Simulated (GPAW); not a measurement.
# furan-2,5-dithiol between two Cu chains: transmission at several levels

How well does furan-2,5-dithiol between two Cu chains conduct at low bias, and how far do basis and functional move the answer?

Main program and level: GPAW 26.7.0; GPAW LCAO, PAW setups; Landauer transmission from Green's functions with principal layers (ASE), zero bias.

Most raw output is cut from this account.

## Step 1: The structure

The cell holds 19 atoms: 10 Cu, 2 S, 4 C, 2 H and 1 O. Its edges and angles: a = 13.597 Å, b = 9.000 Å, c = 30.022 Å, α = 90.0°, β = 90.0°, γ = 90.0°. Regions: left lead, 5 atoms (5 Cu); channel, 9 atoms (2 S, 4 C, 2 H and 1 O); right lead, 5 atoms (5 Cu). Vacuum lies along a and b. The structure is stacked along c, and the current runs across the ab planes.

## Step 2: Double-zeta polarised basis

Localised orbitals split the wire into layers that couple to their neighbours alone, which is what the Green's function method needs; double zeta with polarisation is the usual level for numbers.

File run.py:

```python
import json
import numpy as np
from ase import Atoms
from ase.transport.calculators import TransportCalculator
from gpaw import GPAW, FermiDirac
from gpaw.lcao.tools import get_lcao_hamiltonian
from scipy.linalg import eigh

# The junction with lead layers at both ends, along the third cell vector
device = Atoms(
    ['Cu', 'Cu', 'Cu', 'Cu', 'Cu', 'S', 'C', 'H', 'O', 'C', 'C', 'C', 'H', 'S', 'Cu', 'Cu', 'Cu', 'Cu', 'Cu'],
    positions=[
        [6.79828, 4.50000, 1.15000],
        [6.79828, 4.50000, 3.45000],
        [6.79828, 4.50000, 5.75000],
        [6.79828, 4.50000, 8.05000],
        [6.79828, 4.50000, 10.35000],
        [8.09016, 4.50001, 12.26498],
        [8.19656, 4.50001, 13.99920],
        [10.34655, 4.50001, 14.44328],
        [7.08507, 4.50001, 14.78734],
        [9.32344, 4.50001, 14.79279],
        [7.49296, 4.50000, 16.08897],
        [8.87190, 4.50000, 16.13588],
        [9.48232, 4.49999, 17.02784],
        [6.35475, 4.50000, 17.40524],
        [6.79828, 4.50000, 19.67227],
        [6.79828, 4.50000, 21.97227],
        [6.79828, 4.50000, 24.27227],
        [6.79828, 4.50000, 26.57227],
        [6.79828, 4.50000, 28.87227]],
    cell=[[13.59655, 0.0, 0.0], [0.0, 9.0, 0.0], [0.0, 0.0, 30.02227]],
    pbc=True)

# One principal layer of the lead: the first 3 atoms of the device
lead = Atoms(
    ['Cu', 'Cu', 'Cu'],
    positions=[
        [6.79828, 4.50000, 1.15000],
        [6.79828, 4.50000, 3.45000],
        [6.79828, 4.50000, 5.75000]],
    cell=[[13.59655, 0.0, 0.0], [0.0, 9.0, 0.0], [0.0, 0.0, 6.9]],
    pbc=True)

settings = dict(mode='lcao', basis='dzp', xc='PBE', h=0.18,
                occupations=FermiDirac(0.1), maxiter=250,
                mixer=dict(beta=0.1, nmaxold=8, weight=100.0),
                convergence=dict(density=0.0001))
energies = np.arange(-2, 2 + 1e-9, 0.05)
eta = 0.0001
n1, n2 = 1, 1
# k and -k transmit alike, so half of the mesh across the current serves
mesh = [(i, j) for i in range(n1) for j in range(n2) if (i, j) <= (-i % n1, -j % n2)]
weights = np.array([1 if (i, j) == (-i % n1, -j % n2) else 2 for i, j in mesh]) / (n1 * n2)

# [... helper functions left out ...]
fermi_lead = ground_state(lead, (1, 1, 16), 'lead.txt')
fermi_device = ground_state(device, (1, 1, 3), 'device.txt')
# [... loop over the mesh left out, but for ...]
        # Shift the lead onto the potential of the device's first layer
        shift = ((H[:, 0, 0] - H0[:, 0, 0]) / S0[0, 0]).real.mean()
# [...]
kT = 8.617333e-5 * 77
bias = [0.1, 0.2, 0.5, 1.0, 1.5, 2.0]
# [... integrals and printing left out ...]
```

Launch:

```sh
> OMP_NUM_THREADS=1 OPENBLAS_NUM_THREADS=1 python run.py
```

Run time: 91 s. Hardware: 1 thread of Arm Neoverse V2, shared host; peak memory 1.8 GiB.

This run has no spin polarisation, although Cu can carry a moment.

Numbers from this step:

| Item | Value |
| --- | --- |
| conductance | 1.74e-4 G₀ |
| largest coupling past the next principal layer | 4.59e-5 eV |
| largest misfit of the first principal layer | 0.05947 eV |
| shift that aligns the lead | -0.02723 eV |
| basis functions of the junction | 251 |
| basis functions of a principal layer | 45 |
| transmission at the Fermi level (one spin) | 1.74e-4 |

One spin. Transmission, zone mean against energy, zero at the Fermi level:

```tsv
energy (eV)	transmission, zone mean
-2.000	0.0530
-1.800	0.0454
-1.700	1.06
-1.600	1.02
-1.400	1.01
-1.200	0.927
-1.000	0.267
-0.800	0.172
-0.600	0.209
-0.400	0.168
-0.200	0.145
0.000	1.7e-4
0.200	1.6e-4
0.400	1.5e-4
0.600	1.4e-4
0.800	1.4e-4
1.000	1.4e-4
1.200	1.5e-4
1.400	1.6e-4
1.600	1.7e-4
1.800	1.9e-4
2.000	2.2e-4
```

Not self-consistent under bias; the bias window is split evenly. Current through one cell, from the zero-bias transmission against bias:

```tsv
bias (V)	current through one cell, from the zero-bias transmission (μA)
0.100	0.00135
0.200	0.00271
0.500	0.605
1.000	3.59
1.500	7.38
2.000	11.1
```

Table of transmission of the three most open eigenchannels by energy, zero at the Fermi level:

```tsv
energy (eV)	channel 1	channel 2	channel 3
-2.00	0.0530	0	0
-1.85	0.0452	3.6e-12	0
-1.70	0.990	0.0716	4.0e-4
-1.60	0.959	0.0573	0.00151
-1.45	0.975	0.0461	0.00145
-1.30	0.980	0.0380	0.00132
-1.15	0.694	0.0623	0.00458
-1.05	0.172	0.0831	0.00142
-0.90	0.153	0.0352	0.00105
-0.75	0.155	0.0138	5.7e-4
-0.60	0.198	0.0102	4.3e-4
-0.50	0.150	0.0102	4.3e-4
-0.35	0.137	0.00811	3.3e-4
-0.20	0.143	0.00163	4.0e-6
-0.05	1.8e-4	1.6e-11	0
0.00	1.7e-4	3.5e-12	0
0.05	1.7e-4	3.5e-12	0
0.20	1.6e-4	0	0
0.35	1.5e-4	0	0
0.50	1.5e-4	0	0
0.60	1.4e-4	0	0
0.75	1.4e-4	0	0
0.90	1.4e-4	0	0
1.05	1.4e-4	0	0
1.15	1.4e-4	0	0
1.30	1.5e-4	0	0
1.45	1.6e-4	0	0
1.60	1.7e-4	0	0
1.70	1.8e-4	0	0
1.85	2.0e-4	0	0
2.00	2.2e-4	0	0
```

Couplings past the next layer reach 4.6e-5 eV, small enough to drop; the matrix elements of the cell's first layer differ from the bulk lead's by up to 0.059 eV. That layer keeps its own values in the calculation, and only beyond it is the lead taken as perfect. The Fermi levels of lead and junction count from different zeros of potential, one for each periodic cell; with both set to zero, the small remaining shift is what aligns them. By hand: G = 1.74e-4 × 77.48 μS = 0.0135 μS, a resistance of 74048 kΩ; at 0.1 V a linear junction would pass 0.00135 μA, and the integral over the bias window gives 0.00135 μA.

## Step 3: GPAW, szp: basis = "szp(dzp)"

The second zeta is dropped, the polarisation orbitals stay.

run.py, as its differences from that of step 2:

```diff
@@ -44,3 +44,3 @@
 
-settings = dict(mode='lcao', basis='dzp', xc='PBE', h=0.18,
+settings = dict(mode='lcao', basis='szp(dzp)', xc='PBE', h=0.18,
                 occupations=FermiDirac(0.1), maxiter=250,
```

Elapsed: 86 s, on 1 thread; peak memory 1.8 GiB.

This step gave:

- conductance: 6.61e-5 G₀
- thermopower: -5.153 μV/K
- largest coupling past the next principal layer: 4.61e-5 eV
- largest misfit of the first principal layer: 0.05725 eV
- shift that aligns the lead: -0.009693 eV
- basis functions of the junction: 161
- basis functions of a principal layer: 27
- transmission at the Fermi level (one spin): 6.63e-5

One spin. The transmission, zone mean by energy, zero at the Fermi level:

```tsv
energy (eV)	transmission, zone mean
-2.000	0.0612
-1.800	0.0636
-1.700	1.04
-1.600	0.913
-1.400	0.947
-1.250	1.00
-1.200	0.948
-1.000	0.437
-0.800	0.228
-0.600	0.246
-0.400	0.212
-0.200	0.167
0.000	6.6e-5
0.200	9.2e-5
0.400	1.1e-4
0.600	1.2e-4
0.800	1.3e-4
1.000	1.5e-4
1.200	1.8e-4
1.400	2.1e-4
1.600	2.6e-4
1.800	3.2e-4
2.000	4.1e-4
```

Not self-consistent under bias; the bias window is split evenly. Current through one cell, from the zero-bias transmission against bias:

```tsv
bias (V)	current through one cell, from the zero-bias transmission (μA)
0.100	5.1e-4
0.200	0.00124
0.500	1.29
1.000	5.33
1.500	10.0
2.000	15.8
```

Transmission of the three most open eigenchannels against energy, zero at the Fermi level:

```tsv
energy (eV)	channel 1	channel 2	channel 3
-2.000	0.0612	0	0
-1.800	0.0636	2.1e-10	0
-1.600	0.836	0.0755	9.3e-4
-1.400	0.897	0.0497	9.5e-4
-1.200	0.873	0.0724	0.00290
-1.000	0.244	0.193	1.0e-3
-0.800	0.194	0.0338	6.6e-4
-0.600	0.230	0.0153	4.0e-4
-0.400	0.199	0.0132	3.4e-4
-0.200	0.165	0.00143	1.1e-6
0.000	6.6e-5	3.5e-11	0
0.200	9.2e-5	0	0
0.400	1.1e-4	0	0
0.600	1.2e-4	0	0
0.800	1.3e-4	0	0
1.000	1.5e-4	0	0
1.200	1.8e-4	0	0
1.400	2.1e-4	0	0
1.600	2.6e-4	0	0
1.800	3.2e-4	0	0
2.000	4.1e-4	0	0
```

The conductance, 6.6e-5 G₀, lies 62 % below that of the dzp run.

## Step 4: GPAW, sz: basis = "sz(dzp)"

The minimal basis is the cheapest rung: no second zeta and no polarisation.

run.py, as its differences from that of step 3:

```diff
@@ -44,3 +44,3 @@
 
-settings = dict(mode='lcao', basis='szp(dzp)', xc='PBE', h=0.18,
+settings = dict(mode='lcao', basis='sz(dzp)', xc='PBE', h=0.18,
                 occupations=FermiDirac(0.1), maxiter=250,
```

The job ended after 70 s (1 thread; peak memory 1.7 GiB).

Numbers from this step:

```
conductance                                    : 3.42e-6 G₀
largest coupling past the next principal layer : 4.64e-5 eV
largest misfit of the first principal layer    : 0.02918 eV
shift that aligns the lead                     : -0.03328 eV
basis functions of the junction                : 90
basis functions of a principal layer           : 18
transmission at the Fermi level (one spin)     : 3.41e-6
```

One spin. Table of transmission, zone mean by energy, zero at the Fermi level:

energy (eV), log10 transmission, zone mean and a bar from the least value:
```
    -2.00       -1.2 ########################
    -1.90       -1.1 ########################
    -1.80       -0.5 ###########################
    -1.75        0.0 ##############################
    -1.70       -0.1 #############################
    -1.55       -0.1 #############################
    -1.45       -0.1 #############################
    -1.35       -0.1 ##############################
    -1.25        0.0 ##############################
    -1.15       -0.3 #############################
    -1.05       -0.6 ###########################
    -1.00        0.0 ##############################
    -0.90       -0.3 #############################
    -0.80       -0.5 ###########################
    -0.70       -0.6 ###########################
    -0.60       -0.7 ##########################
    -0.50       -0.6 ###########################
    -0.40       -0.7 ##########################
    -0.25       -0.8 ##########################
    -0.15       -0.3 ############################
    -0.05       -5.7 
     0.00       -5.5 #
     0.05       -5.2 ###
     0.15       -4.9 #####
     0.25       -4.6 ######
     0.40       -4.4 #######
     0.50       -4.3 ########
     0.60       -4.2 ########
     0.70       -4.1 #########
     0.80       -4.0 #########
     0.90       -3.9 ##########
     1.05       -3.8 ##########
     1.15       -3.7 ###########
     1.25       -3.6 ###########
     1.35       -3.5 ############
     1.45       -3.5 ############
     1.55       -3.4 ############
     1.70       -3.3 #############
     1.80       -3.2 #############
     1.90       -3.2 #############
     2.00       -3.1 ##############
```

The conductance, 3.4e-6 G₀, lies a factor of 51 below that of the dzp run.

## Step 5: RPBE in the dzp basis: xc = "RPBE"

Back in the dzp basis, the functional changes from PBE to RPBE, to set the spread between functionals beside that between bases.

run.py, as its differences from that of step 4:

```diff
@@ -44,3 +44,3 @@
 
-settings = dict(mode='lcao', basis='sz(dzp)', xc='PBE', h=0.18,
+settings = dict(mode='lcao', basis='dzp', xc='RPBE', h=0.18,
                 occupations=FermiDirac(0.1), maxiter=250,
```

The job ended after 97 s (1 thread; peak memory 1.8 GiB).

This step gave:

- conductance: 1.94e-4 G₀
- largest coupling past the next principal layer: 5.01e-5 eV
- largest misfit of the first principal layer: 0.05733 eV
- shift that aligns the lead: -0.02954 eV
- basis functions of the junction: 251
- basis functions of a principal layer: 45
- transmission at the Fermi level (one spin): 1.94e-4

One spin. Table of transmission, zone mean by energy, zero at the Fermi level:

```tsv
energy (eV)	transmission, zone mean
-2.000	0.0537
-1.800	0.0449
-1.700	1.06
-1.600	1.03
-1.400	1.02
-1.200	0.894
-1.000	0.270
-0.800	0.172
-0.600	0.212
-0.400	0.166
-0.200	0.157
0.000	1.9e-4
0.200	1.8e-4
0.400	1.6e-4
0.600	1.5e-4
0.800	1.5e-4
1.000	1.5e-4
1.200	1.5e-4
1.400	1.6e-4
1.600	1.7e-4
1.800	1.9e-4
2.000	2.2e-4
```

The conductance, 1.9e-4 G₀, lies 11 % above that of the dzp run.

## Step 6: Cost and result by level

Times are for 1 thread of Arm Neoverse V2, shared host. Results by setting:

```tsv
no.	run	conductance (G₀)	time	memory (GiB)
1	dzp	1.74e-4	91 s	1.8
2	szp	6.61e-5	86 s	1.8
3	sz	3.42e-6	70 s	1.7
4	dzp RPBE	1.94e-4	97 s	1.8
```

## Step 7: The levels side by side

The curves are compared point by point over the common energies.

This step: comparison of transmission and cost over codes and levels (GPAW 26.7.0).

Ladder, by row:

```tsv
step	code	T at the Fermi level (sum over the listed spins)	conductance (G0)	r.m.s. T(E) from the first	wall time (s)	peak memory (GiB)	threads
dzp	GPAW	1.74e-4	1.74e-4	0	90.62	1.82	1
szp	GPAW	6.63e-5	6.61e-5	0.0503	86.26	1.8	1
sz	GPAW	3.41e-6	3.42e-6	0.1802	70.08	1.73	1
dzp-RPBE	GPAW	1.94e-4	1.94e-4	0.01878	96.55	1.82	1
```

Transmission, zone mean, sum over the listed spins against energy, zero at the Fermi level:

```tsv
energy (eV)	dzp	szp	sz	dzp-RPBE
-2.000	0.0530	0.0612	0.0570	0.0537
-1.800	0.0454	0.0636	0.304	0.0449
-1.700	1.06	1.04	0.753	1.06
-1.600	1.02	0.913	0.743	1.03
-1.400	1.01	0.947	0.799	1.02
-1.250	1.00	1.00	0.989	0.989
-1.200	0.927	0.948	0.857	0.894
-1.000	0.267	0.437	0.982	0.270
-0.800	0.172	0.228	0.323	0.172
-0.600	0.209	0.246	0.197	0.212
-0.400	0.168	0.212	0.206	0.166
-0.200	0.145	0.167	0.172	0.157
0.000	1.7e-4	6.6e-5	3.4e-6	1.9e-4
0.200	1.6e-4	9.2e-5	1.8e-5	1.8e-4
0.400	1.5e-4	1.1e-4	4.0e-5	1.6e-4
0.600	1.4e-4	1.2e-4	6.9e-5	1.5e-4
0.800	1.4e-4	1.3e-4	1.1e-4	1.5e-4
1.000	1.4e-4	1.5e-4	1.6e-4	1.5e-4
1.200	1.5e-4	1.8e-4	2.2e-4	1.5e-4
1.400	1.6e-4	2.1e-4	3.1e-4	1.6e-4
1.600	1.7e-4	2.6e-4	4.2e-4	1.7e-4
1.800	1.9e-4	3.2e-4	5.8e-4	1.9e-4
2.000	2.2e-4	4.1e-4	7.8e-4	2.2e-4
```

## Step 8: SCF mesh 1×1×1

The SCF mesh sets the Fermi level of the repeated cell.

This step: GPAW LCAO, PAW setups; Landauer transmission from Green's functions with principal layers (ASE), zero bias (GPAW 26.7.0).

run.py, as its differences from that of step 5:

```diff
@@ -44,3 +44,3 @@
 
-settings = dict(mode='lcao', basis='dzp', xc='RPBE', h=0.18,
+settings = dict(mode='lcao', basis='dzp', xc='PBE', h=0.18,
                 occupations=FermiDirac(0.1), maxiter=250,
@@ -57,3 +57,3 @@
 fermi_lead = ground_state(lead, (1, 1, 16), 'lead.txt')
-fermi_device = ground_state(device, (1, 1, 3), 'device.txt')
+fermi_device = ground_state(device, (1, 1, 1), 'device.txt')
 # [... loop over the mesh left out, but for ...]
```

The job ended after 80 s (1 thread; peak memory 1.8 GiB).

The run finished with changed settings (scf_mesh = [1, 1, 1]); it serves as a test.

Side by side:

```tsv
quantity	this run	sound run	difference
conductance (G₀)	1.623e-4	1.743e-4	-1.2e-5
largest misfit of the first principal layer (eV)	0.059269	0.059469	-2.0e-4
shift that aligns the lead (eV)	-0.029002	-0.027226	-0.00178
transmission at the Fermi level (one spin)	1.623e-4	1.743e-4	-1.2e-5
```

One result that differs is the conductance, 1.6e-4 G₀ against 1.7e-4 G₀.

## Step 9: Another change of settings

A last run, with other settings again.

run.py, as its differences from that of step 8:

```diff
@@ -44,4 +44,4 @@
 
-settings = dict(mode='lcao', basis='dzp', xc='PBE', h=0.18,
-                occupations=FermiDirac(0.1), maxiter=250,
+settings = dict(mode='lcao', basis='tzp', xc='PBE', h=0.18,
+                occupations=FermiDirac(0.1), maxiter=60,
                 mixer=dict(beta=0.1, nmaxold=8, weight=100.0),
@@ -57,3 +57,3 @@
 fermi_lead = ground_state(lead, (1, 1, 16), 'lead.txt')
-fermi_device = ground_state(device, (1, 1, 1), 'device.txt')
+fermi_device = ground_state(device, (1, 1, 3), 'device.txt')
 # [... loop over the mesh left out, but for ...]
```

It took 0.62 s on 1 thread; peak memory 0.1 GiB.

The program refused the input before any cycle.

The program's message: “FileNotFoundError: Could not find required basis set file "Cu.tzp.basis".”

The change that led to it: basis = "tzp".

## Step 10: What came out

| Quantity | Value |
| --- | --- |
| conductance | 1.7e-4 G₀ |
| transmission at the Fermi level, mean of the spins | 1.7e-4 |
| thermopower | about 0 (under 1.5 μV/K) |

What this shows: In the dzp basis the junction conducts 1.7e-4 G₀ at 77 K, with T = 1.7e-4 a spin at the Fermi level; no smaller basis tried comes within 10 % of that conductance. The junction is in the tunnelling regime at the Fermi level. Measured against the first run (dzp), the nearest curve is that of dzp-RPBE (r.m.s. 0.019) and the farthest that of sz (0.18). Over the compared runs wall time goes from 70 s (sz) to 97 s (dzp-RPBE), on a shared host. The geometry was built from estimated bond lengths and not relaxed, so the numbers describe this model structure. Chains and heavy atoms lie in or near one plane, so the lead's one s-like channel couples little or not at all to the π orbitals, which are odd under that mirror; the current goes mainly through σ states, and a contact out of the plane would conduct differently. An evenly spaced straight chain is an idealisation: free chains tend to dimerise, zigzag or, where a band edge lies near the Fermi level, turn magnetic. The currents use the zero-bias T(E) throughout, which holds only while the bias is small against the distance to the nearest feature. The energy step is wider than the thermal energy, so the conductance and thermopower rest on interpolation of T(E).

[Logs are printed without paths, hosts, clocks, repeated set-up lines and the standing remarks that a program may print on its own settings, such as how far it seeks lower states.]

[Hosts, paths, dates, database ids (printed as entryN), source tags and the programs' standing remarks are cut or masked in the printed files.]
